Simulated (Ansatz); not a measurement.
# TiC (Fm-3m) under biaxial strain in the (001) plane

Aim: how do the optical modes of TiC (Fm-3m) shift and split under this strain?

Main program and level: Ansatz 0.2.0; DFT LDA, scalar-relativistic, plane waves, PAW; PAW set soft_1.

The database entry behind the starting cell differs from later determinations by our own check (0.1 to 0.3 % short, probably kX units), so it need not match the best structure at ambient conditions.

## 1. The structure

Symmetry: Fm-3m, No. 225, cubic system. The conventional cell has a = 4.319 Å, b = 4.319 Å, c = 4.319 Å, α = 90.00°, β = 90.00°, γ = 90.00°. C has 6 Ti at 2.16 Å nearest. Nearest to Ti lie 6 C at 2.16 Å. Farther neighbours are not listed.

## 2. A rough relaxation first

A rough relaxation comes first, because large forces or stress need no tight tolerances yet.

The input, input.yaml:

```yaml
crystal:
  lattice:
    - [0.0, 2.1593, 2.1593]
    - [2.1593, 0.0, 2.1593]
    - [2.1593, 2.1593, 0.0]
  atoms:
    - { symbol: C, position: [0.5, 0.5, 0.5] }
    - { symbol: Ti, position: [0.0, 0.0, 0.0] }
kpoints:
  mp_grid: { grid: [8, 8, 8] }
hamiltonian:
  xc: lda
  pseudopotentials: { kind: paw, azcp: { folder: soft_1 }, xc_functional: pbe }
scf:
  occupations: { method: gaussian, width: 0.1 }
output:
  forces: true
  stress: true
  eigenvalues: true
relax:
  adjacent_minimum: "off"
  f_tol: 0.05
  max_steps: 80
  cell: { stress_tol: 0.5 }
```

On the command line:

```console
$ ansatz run input.yaml --threads 4 --pin off --max-ram 10240MiB --backend cpu --events-out ev --progress --plain --runs-dir out
```

Numbers of over 12 decimals in the logs are rounded to 6 here.

The program printed:

```text
The last accepted step is kept in <dir> (removed where the run ends without a failure and the disk answers)
Engine: ansatz 0.2.0, aarch64-unknown-linux-gnu
Pseudopotentials: kind: paw
Pseudopotential: C, paw, valence charge 4, recommended cutoff 420 eV (normal), soft_1/C.paw.azcp
Pseudopotential: Ti, paw, valence charge 12, recommended cutoff 420 eV (normal), soft_1/Ti.paw.azcp
Functional definition: SPW92
[...]
--- Relaxed structure (3 steps of the walk, 3 accepted, 1 SCFs on fresh bases) ---
  F+E_penalty+E_count = -2695.18508529 eV   max|allowed force component| = 2.892e-30 eV/Å   (the final SCF, on the basis selected at the relaxed cell)
  cell:  # Å, volume = 19.3384 Å³
    - [0, 2.130413, 2.130413]
    - [2.130413, 0, 2.130413]
    - [2.130413, 2.130413, 0]
  atoms:
    - { symbol: C, position: [0.5, 0.5, 0.5] }
    - { symbol: Ti, position: [0, 0, 0] }
[key lines of the parts left out:]
SCF converged after 6 iterations
Free energy (F): -2695.185085 eV
Fermi energy:    15.120758 eV
P = ⅓ Tr σ = -0.0001 GPa (-0.001 kbar)
```

The job ended after 1.2 s (4 threads of Arm Neoverse V1, shared host; peak memory 0.28 GiB).

Relaxation path:

```csv
step,energy less that of the first step (eV),largest force component (eV/Å),pressure (GPa),volume (Å³)
1,0.0000,0.0000,-10.51,20.14
2,-0.0276,0.0000,-1.19,19.43
3,-0.0281,0.0000,0.07,19.34
4*,-0.0271,0.0000,0.00,19.34
```

Relaxation steps marked * repeat the geometry before them on a plane-wave basis chosen anew for their cell, so energy and pressure can jump there.

The run keeps the 48 symmetry operations that it works with, so distortions that break them were not tested.

```csv
"conventional cell, symmetrised",before,after,change
a (Å),4.319,4.261,-1.3 %
b (Å),4.319,4.261,-1.3 %
c (Å),4.319,4.261,-1.3 %
volume (Å³/atom),10.07,9.67,-4.0 %
```

The relaxed structure:

```
C Ti
1.0
     0.00000    2.13041    2.13041
     2.13041    0.00000    2.13041
     2.13041    2.13041    0.00000
C Ti
1 1
Cartesian
  2.1304 2.1304 2.1304
  0.0000 0.0000 0.0000
```

Numbers from this step:

| Property | Result |
| --- | --- |
| pressure | -7.46e-5 GPa |
| volume per atom | 9.669 Å³ |
| gap on the k-mesh | 0 eV |

In this step the volume went from 10.07 to 9.67 Å³/atom.

## 3. Bringing the structure to rest

Harmonic phonons are second derivatives at a point where the forces vanish, and they are wanted at zero stress, so atoms and cell are relaxed first.

input.yaml, the sections that differ from step 2:

```yaml
crystal:
  lattice:
    - [0.0, 2.1304133796, 2.1304133796]
    - [2.1304133796, 0.0, 2.1304133796]
    - [2.1304133796, 2.1304133796, 0.0]
  atoms:
    - { symbol: C, position: [0.5, 0.5, 0.5] }
    - { symbol: Ti, position: [0.0, 0.0, 0.0] }
kpoints:
  mp_grid: { grid: [16, 16, 16] }
output:
  forces: true
  stress: true
  eigenvalues: true
  write_density: true
  write_potential: true
  elf: true
  volumetric_format: npy
relax:
  adjacent_minimum: "off"
  f_tol: 0.005
  max_steps: 80
  cell: { stress_tol: 0.05 }
# hamiltonian, scf: as in step 2
```

The program printed:

```text
[...]
Crystal: 2 atoms, lattice volume = 19.338 Å³
Basis set: ecut = 420 eV, 339 PW (Γ)
Bands: 12, of which v1, the nominal top of the filled ones, is band 8 counted from 1 (7 counted from 0)
Symmetry: 48 space group operations
[...]
k-points: 145 of 4096
[...]
SCF iter   1: F=—  HF=-2696.233928 eV  |F-HF|=—  |Δ(HF+E_count)|=         —  Δρ=1.44e-1  dr2=5.13e0  ethr=3.10e-3  ⟨swp⟩=4.4  Hψ=8628  notcnv=0
[...]
SCF iter   7: F=-2695.187017 eV  HF=-2695.187017 eV  |F-HF|=6.63e-10  |Δ(HF+E_count)|=  9.16e-10  Δρ=2.28e-6  dr2=8.45e-10  ethr=4.95e-10  ⟨swp⟩=5.2  Hψ=8268  notcnv=0
SCF 1 converged in 7 iterations: F = -2695.187017 eV  dr2 = 8.45e-10
[...]
relax step   1: F+E_penalty+E_count = -2695.18701674 eV  Δ(F+E_penalty+E_count) = +0.000e0 eV  max|allowed force component| = 5.654e-30 eV/Å  Δτ_max = 0.0000 Å  P = -0.010 GPa  Ω = 19.338 Å³  (7 SCF iters, dr2 threshold 1.00e-7 eV, accepted)
[...]
SCF iter   7: F=-2695.187017 eV  HF=-2695.187017 eV  |F-HF|=9.09e-13  |Δ(HF+E_count)|=  4.55e-13  Δρ=2.34e-10  dr2=1.22e-17  ethr=1.00e-12  ⟨swp⟩=1.7  Hψ=4203  notcnv=0
SCF 2 converged in 7 iterations: F = -2695.187017 eV  dr2 = 1.22e-17
relax step   2: F+E_penalty+E_count = -2695.18701674 eV  Δ(F+E_penalty+E_count) = -4.552e-10 eV  max|allowed force component| = 5.949e-30 eV/Å  Δτ_max = 0.0000 Å  P = -0.010 GPa  Ω = 19.338 Å³  stress off target by 9.55e-3 GPa  SCF on the basis re-selected at this cell (its energy is not comparable with the rows above)  (7 SCF iters)
basis re-selected at this cell: Δ(F+E_penalty+E_count) = -4.552e-10 eV, ΔP = -0.000 GPa vs the last step (what re-selecting the basis moved, of the pressure what is left beyond the Pulay correction that the steps carried, after the strain that the cell walked since its last selection, with what the two solves' SCF thresholds leave and, on support functions, any second-order correction that the steps lacked; it is no  [...]
SCF converged after 7 iterations
Free energy (F): -2695.187017 eV
[...]
Internal energy: -2695.185172 eV  (E = F + TS)
E sigma→0 (E₀):  -2695.186094 eV
Entropy (-TS):   -0.001845 eV (-0.923 meV/atom)
Fermi energy:    15.154882 eV
[...]
--- Stress (GPa, compression-positive) ---
       -0.009550      -0.000000       0.000000
        0.000000      -0.009550       0.000000
       -0.000000       0.000000      -0.009550
  P = ⅓ Tr σ = -0.0096 GPa (-0.096 kbar)
--- Band table (eV; the first three rows and the last of 145) ---
  k-point 0: bands = [... 4 lower, 2.7258, 15.8221, 15.8221, 15.8221, 16.9265, 16.9265, 16.9265, 16.9994]
  k-point 1: bands = [... 4 lower, 2.8208, 15.3749, 15.6344, 15.6344, 16.2257, 16.2257, 17.1742, 18.0257]
  k-point 2: bands = [... 4 lower, 3.0992, 14.4844, 14.8536, 14.8536, 16.2862, 16.2862, 17.5306, 19.1490]
  k-point 144: bands = [... 4 lower, 5.7131, 11.9561, 11.9561, 12.3580, 18.1006, 18.1006, 18.9039, 20.7488]
--- Relaxed structure (1 steps of the walk, 1 accepted, 1 SCFs on fresh bases) ---
[...]
cell:  # Å, volume = 19.3384 Å³
    - [0.0, 2.1304133796, 2.1304133796]
    - [2.1304133796, 0.0, 2.1304133796]
    - [2.1304133796, 2.1304133796, 0.0]
  atoms:
    - { symbol: C, position: [0.5, 0.5, 0.5] }
    - { symbol: Ti, position: [0.0, 0.0, 0.0] }
```

Wall time 1.9 s (4 threads); peak memory 0.34 GiB; 6.3 s of CPU time.

Little changed from the start: no atom moved by 0.005 Å and no cell edge by 0.1 %.

This step gave:

* pressure: -0.009550 GPa

Electrostatic potential energy in the ac plane of the conventional cell at fractional y = 0.000, with atoms of C and Ti within 0.2 Å of it. With pseudopotentials it is smooth inside the atoms' cores, unlike the true potential.

Ten even steps from '0' (-40 eV) to '9' (15 eV), each cell a mean:
```
22489500279632
33699854699853
67899998999986
89999987899999
78998644579997
14897322258962
01786322247840
02796322248950
46998533369985
89999866789999
78999998999998
45799977899864
22589621489732
22478400178632
```
Columns run along a (4.3 Å; values clipped at the 3rd and 97th percentile), rows up along c (4.3 Å), edges of the conventional cell, whose origin can differ from the input's. Atoms in or near the plane, at fractional coordinates: C at (0.50, 0.00), C at (0.00, 0.50), Ti at (0.00, 0.00), Ti at (0.50, 0.50).

ELF in the ac plane of the conventional cell at fractional y = 0.000, with atoms of C and Ti within 0.2 Å of it. It is the smooth field of the valence electrons, not physical close to the nuclei.

Ten even steps from '_' (0.10) to '@' (0.76), each cell a mean:
```
%%@@**::##@@==::##@@==--%%@@
%%##::..##@@@@%%@@@@==..==%%
==::__..==########**::__..--
++==--::....::--::....::====
@@@@%%--__::****==....**@@@@
++%%@@==::##@@@@%%==::##@@##
__++@@++==%%%%##@@**--##%%::
::##@@==--%%@@%%@@**::##@@==
%%@@@@==..==%%%%##::..##@@@@
####**::__..--==::__..==####
--::....::====++==--::....::
**==....**@@@@@@@@%%--__::**
@@%%==::##@@##++%%@@==::##@@
##@@**--##%%::__++@@++==%%%%
```
Columns run along a (4.3 Å), rows up along c (4.3 Å), edges of the conventional cell, whose origin can differ from the input's. Atoms in or near the plane, at fractional coordinates: C at (0.50, 0.00), C at (0.00, 0.50), Ti at (0.00, 0.00), Ti at (0.50, 0.50).

Valence density in the ac plane of the conventional cell at fractional y = 0.000, with atoms of C and Ti within 0.2 Å of it. It is the smooth field of the valence electrons, not physical close to the nuclei.

Values in e/Å³, 14 rows by 14 columns, each cell a mean:
```
10  6  2  1  1  1  2  2  1  1  1  1  4  8
 4  3  1  0  0  1  1  1  1  1  0  0  1  4
 1  1  0  0  0  0  1  1  1  0  0  0  0  1
 1  0  0  0  0  0  1  1  0  0  0  0  0  1
 1  1  0  0  0  1  2  2  1  1  0  0  1  1
 2  1  1  0  1  3  6  7  4  1  0  1  1  1
 2  2  1  1  1  4 10 11  7  2  1  1  1  2
 2  1  1  1  1  4  8 10  6  2  1  1  1  2
 1  1  1  0  0  1  4  4  3  1  0  0  1  1
 1  1  0  0  0  0  1  1  1  0  0  0  0  1
 1  0  0  0  0  0  1  1  0  0  0  0  0  1
 2  1  1  0  0  1  1  1  1  0  0  0  1  2
 7  4  1  0  1  1  1  2  1  1  0  1  3  6
11  7  2  1  1  1  2  2  2  1  1  1  4 10
```
Columns run along a (4.3 Å), rows up along c (4.3 Å), edges of the conventional cell, whose origin can differ from the input's. Atoms in or near the plane, at fractional coordinates: C at (0.50, 0.00), C at (0.00, 0.50), Ti at (0.00, 0.00), Ti at (0.50, 0.50).

In this step the volume went from 9.67 to 9.67 Å³/atom.

## 4. Tight relaxation

Phonons need small forces and stress, so the relaxation is finished with tight tolerances on 16×16×16 k points.

input.yaml, the sections that differ from step 3:

```yaml
scf:
  occupations: { method: methfessel_paxton, width: 0.2 }
output:
  forces: true
  stress: true
  eigenvalues: true
relax:
  adjacent_minimum: "off"
  f_tol: 0.001
  max_steps: 60
  cell: { stress_tol: 0.01 }
# crystal, kpoints, hamiltonian: as in step 3
```

The program printed:

```text
[...]
Crystal: 2 atoms, lattice volume = 19.338 Å³
Basis set: ecut = 420 eV, 339 PW (Γ)
Bands: 12, of which v1, the nominal top of the filled ones, is band 8 counted from 1 (7 counted from 0)
Symmetry: 48 space group operations
[...]
k-points: 145 of 4096
[...]
k-point 144: bands = [... 4 lower, 5.7134, 11.9562, 11.9562, 12.3582, 18.1003, 18.1003, 18.9034, 20.7485]
--- Relaxed structure (1 steps of the walk, 1 accepted, 1 SCFs on fresh bases) ---
[...]
cell:  # Å, volume = 19.3384 Å³
    - [0.0, 2.1304133796, 2.1304133796]
    - [2.1304133796, 0.0, 2.1304133796]
    - [2.1304133796, 2.1304133796, 0.0]
  atoms:
    - { symbol: C, position: [0.5, 0.5, 0.5] }
    - { symbol: Ti, position: [0.0, 0.0, 0.0] }
[key lines of the parts left out:]
SCF converged after 4 iterations
Free energy (F): -2695.186354 eV
Fermi energy:    15.157859 eV
P = ⅓ Tr σ = -0.0083 GPa (-0.083 kbar)
```

Wall time 1.7 s (4 threads); peak memory 0.33 GiB.

Little changed from the start: no atom moved by 0.005 Å and no cell edge by 0.1 %.

This step gave:

```
pressure : -0.008301 GPa
```

The forces vanish by symmetry and the pressure is -0.008 GPa, within the tolerances set. The cell now holds 9.67 Å³/atom.

## 5. Modes at rest

Phonons follow from the second derivative of the energy, found here by linear response.

The modes at rest are the reference of the series.

input.yaml: that of step 4 with these lines changed.

```diff
@@ -16,9 +16,4 @@
 output:
-  forces: true
-  stress: true
   eigenvalues: true
-relax:
-  adjacent_minimum: "off"
-  f_tol: 0.001
-  max_steps: 60
-  cell: { stress_tol: 0.01 }
+phonons:
+  method: dfpt
```

The program printed:

```text
[...]
Crystal: 2 atoms, lattice volume = 19.338 Å³
Basis set: ecut = 420 eV, 339 PW (Γ), exchange–correlation on 48×48×48 points (8 copies of the dense FFT grid, shifted against one another)
Bands: 12, of which v1, the nominal top of the filled ones, is band 8 counted from 1 (7 counted from 0)
Symmetry: 48 space group operations
k-points: 349 of 4096 (irreducible under 8 space group operations, time reversal used)
[...]
SCF iter   1: F=—  HF=-2696.233538 eV  |F-HF|=—  |Δ(HF+E_count)|=         —  Δρ=1.44e-1  dr2=5.13e0  ethr=3.10e-3  ⟨swp⟩=4.3  Hψ=20289  notcnv=0
[...]
SCF iter   8: F=-2695.186354 eV  HF=-2695.186354 eV  |F-HF|=2.27e-12  |Δ(HF+E_count)|=  1.45e-10  S|Δr|=    0.00e0  Δρ=1.36e-7  dr2=2.20e-12  ethr=1.00e-12  ⟨swp⟩=3.8  Hψ=19289  notcnv=0
SCF 1 converged in 8 iterations: F = -2695.186354 eV  dr2 = 2.20e-12
[...]
DFPT response loops at Γ: preconditioner auto → Kerker (q_TF=auto, 2.643 Å⁻¹) (partly filled bands, converged f_vac=0.000); β = 1.00, the filter's whole step (`scf.mixing.beta` (0.50) is not read by the response loops under this deck's `scf.mixing.preconditioner`; to damp them name `kerker` or `kerker_dos`, under which they read `scf.mixing.beta`, and type it under 1.00, their step now; both keys bind the ground state too); Broyden in place of MSR1
SCF converged after 8 iterations
[...]
Free energy (F): -2695.186354 eV
[...]
Internal energy: -2695.186048 eV  (E = F + TS)
E sigma→0 (E₀):  -2695.186278 eV
Entropy (-TS):   -0.000306 eV (-0.153 meV/atom)
Fermi energy:    15.157858 eV
[...]
--- Band table (eV; the first three rows and the last of 349) ---
  k-point 0: bands = [... 4 lower, 2.7261, 15.8217, 15.8217, 15.8217, 16.9270, 16.9270, 16.9270, 16.9990]
  k-point 1: bands = [... 4 lower, 2.8210, 15.3747, 15.6342, 15.6342, 16.2255, 16.2255, 17.1744, 18.0257]
  k-point 2: bands = [... 4 lower, 3.0995, 14.4844, 14.8537, 14.8537, 16.2859, 16.2859, 17.5307, 19.1490]
  k-point 348: bands = [... 4 lower, 5.7134, 11.9562, 11.9562, 12.3582, 18.1003, 18.1003, 18.9034, 20.7485]
--- Phonons (Γ-DFPT): 2 representative perturbations + reference, on 349 of 4096 k-points (Σ response iterations 6) ---
  k mesh reduced under 8 symmetry operations, with k and −k counted as one. Each operation leaves every solved perturbation unchanged. A smaller set is not used because it would not reduce the number of displacements times k-points to solve
  ASR residual: 6.385e-5 → 0.000e0 eV/Å²; symmetrization residual: 2.829e-7 eV/Å²
  ASR residual per site (eV/Å²): 4.72e-5 6.38e-5
  Γ frequencies (cm⁻¹): 0.00 0.00 0.00 554.88 554.88 554.88
  non-analytic LO–TO correction: not included (Born effective charges unavailable; polar crystals: no LO–TO splitting at Γ)
```

Run time: 6.8 s. Hardware: 4 threads; peak memory 0.55 GiB.

Reading the cycles: dr2 is the Hartree energy of the density residual (eV), the measure of convergence; HF is the Harris–Foulkes estimate of the energy, which meets the free energy F at convergence.

This step gave:

| Property | Result |
| --- | --- |
| sum-rule residual before enforcement | 6.38e-5 eV/Å² |
| point group | m-3m |
| highest optical mode at the zone centre (no LO-TO term) | 554.9 cm⁻¹ |
| lowest optical zone-centre mode | 554.9 cm⁻¹ |

Patterns of degenerate modes are one choice out of their space. The modes at Γ (shares of kinetic energy by element, %):

```csv
mode,frequency (cm⁻¹),symmetry,C %,Ti %
1,0.0,acoustic,20,80
2,0.0,acoustic,20,80
3,0.0,acoustic,20,80
4,554.9,T1u,80,20
5,554.9,T1u,80,20
6,554.9,T1u,80,20
```

Displacements in mode 6 (554.9 cm⁻¹), the largest set to 1:
```
C1   0.00  0.00  1.00
Ti2  0.00  0.00 -0.25
```

Before it was imposed, the acoustic sum rule was missed by 6.4e-5 eV/Å². Small misses are needed for a sound result but don't prove that mesh and cutoff are converged. The lowest optical mode is real, 555 cm⁻¹.

## 6. A member of the series: biaxial strain of +4 % in the (001) plane

The cell takes a biaxial strain of +4 % in the (001) plane. The strained lengths are held, while the rest of the cell and the atoms relax.

input.yaml, the sections that differ from step 5:

```yaml
crystal:
  lattice:
    - [0.0, 2.2156299148, 2.1041372517]
    - [2.2156299148, 0.0, 2.1041372517]
    - [2.2156299148, 2.2156299148, 0.0]
  atoms:
    - { symbol: C, position: [0.5, 0.5, 0.5] }
    - { symbol: Ti, position: [0.0, 0.0, 0.0] }
  conventional_axes: [[-1, 1, 1], [1, -1, 1], [1, 1, -1]]
output:
  forces: true
  stress: true
  eigenvalues: true
relax:
  adjacent_minimum: "off"
  f_tol: 0.001
  max_steps: 60
  cell: { stress_tol: 0.01, fix: [a, b, gamma] }
# kpoints, hamiltonian, scf: as in step 5
# phonons: removed
```

The program printed:

```text
[...]
Crystal: 2 atoms, lattice volume = 20.658 Å³
Basis set: ecut = 420 eV, 395 PW (Γ)
Bands: 12, of which v1, the nominal top of the filled ones, is band 8 counted from 1 (7 counted from 0)
Symmetry: 16 space group operations
[...]
k-points: 349 of 4096
[...]
k-point 348: bands = [... 4 lower, 4.2636, 11.1379, 12.3988, 13.8028, 13.8028, 16.8041, 17.5336, 17.5336]
--- Relaxed structure (5 steps of the walk, 5 accepted, 2 SCFs on fresh bases) ---
[...]
cell:  # Å, volume = 20.5822 Å³
    - [0, 2.2156299148, 2.096369]
    - [2.2156299148, 0, 2.096369]
    - [2.2156299148, 2.2156299148, 0]
  atoms:
    - { symbol: C, position: [0.500000, 0.500000, 0.500000] }
    - { symbol: Ti, position: [0, 0, 0] }
[key lines of the parts left out:]
SCF converged after 3 iterations
Free energy (F): -2695.074808 eV
Fermi energy:    14.096202 eV
P = ⅓ Tr σ = -14.0940 GPa (-140.940 kbar)
```

The job ended after 9.6 s (4 threads; peak memory 0.4 GiB).

Relaxation path:

```csv
step,energy less that of the first step (eV),largest force component (eV/Å),pressure (GPa),volume (Å³)
1,0.0000,0.0000,-15.09,20.66
2,-0.0005,0.0000,-14.47,20.61
3,-0.0006,0.0000,-14.09,20.58
4,-0.0006,0.0000,-14.09,20.58
5*,-0.0005,0.0000,-14.10,20.58
6,-0.0005,0.0000,-14.09,20.58
7*,-0.0005,0.0000,-14.09,20.58
```

Relaxation steps marked * repeat the geometry before them on a plane-wave basis chosen anew for their cell, so energy and pressure can jump there.

Forces are held to the 16 operations that the run works with; a distortion that breaks them can't arise in this run.

```csv
"conventional cell, symmetrised",before,after,change
a (Å),3.133,3.133,+0.0 %
b (Å),3.133,3.133,+0.0 %
c (Å),4.208,4.193,-0.4 %
volume (Å³/atom),10.33,10.29,-0.4 %
```

Final coordinates:

```
C Ti
1.0
     0.00000    2.21563    2.09637
     2.21563    0.00000    2.09637
     2.21563    2.21563    0.00000
C Ti
1 1
Direct
  0.50000 0.50000 0.50000
  0.00000 0.00000 0.00000
```

Numbers from this step:

```
pressure        : -14.09 GPa
volume per atom : 10.29 Å³
```

The forces vanish by symmetry.

(Continued in part 2 of 2.)

[Logs are printed without paths, hosts, clocks, repeated set-up lines and the standing remarks that a program may print on its own settings, such as how far it seeks lower states.]

[Hosts, paths, dates, database ids (printed as entryN), source tags and the programs' standing remarks are cut or masked in the printed files.]
